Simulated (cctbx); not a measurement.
# Absolute structure of LiCrSnS4

Space group P222_1 (no. 17), a = 7.3270 Å, b = 7.3900 Å, c = 10.6060 Å, α = 90.00°, β = 90.00°, γ = 90.00°.

```
atom  mult.       x       y       z  Ueq (Å²)
 Sn1      4  0.7403  0.2495  0.1256    0.0279
 Cr1      2  0.7590     1/2     1/2    0.0199
 Cr2      2     1/2  0.2477     3/4    0.0158
  S1      4  0.7452  0.5153  0.2647    0.0294
  S2      4  0.5171  0.2646  0.5079    0.0321
  S3      4  0.9749  0.2707  0.4960    0.0491
  S4      4  0.7300  0.0208  0.7485    0.0550
 Li1      2  0.7696       0     1/2    0.0407
 Li2      2       0  0.2243     3/4    0.0355
```

This is a model crystal, built by substitution and not relaxed, with assumed displacement parameters.

Data sets are simulated with cctbx and refined with Bijvoet mates kept apart; Flack x is then fitted as the share of an inverted twin with the atoms fixed, Hooft y from the Bijvoet differences. The group has rotations alone, so the crystal has a hand.

Untwinned crystal. What Flack and Hooft values should come out?

```csv
λ (Å),extinction (unmodelled),d min (Å),top counts,error (%),model,R1,Flack x,s.u.,Hooft y,s.u.,pairs
0.71073,0,0.77,5000,3,as given,0.0352,-0.10,0.2,-0.205,0.196,532
0.71073,0,0.77,5000,3,inverted,0.0361,1.10,0.2,1.211,0.211,532
1.54184,0.3,0.83,20000,2,as given,0.0160,-0.030,0.015,-0.025,0.018,416
```

With Mo Kα, the s.u. is too large to fix the hand. With Cu Kα, x is within 3 s.u. of 0, so the hand is right. Inverting the model turns x into about 1 − x.

[Logs are printed without paths, hosts, clocks, repeated set-up lines and the standing remarks that a program may print on its own settings, such as how far it seeks lower states.]
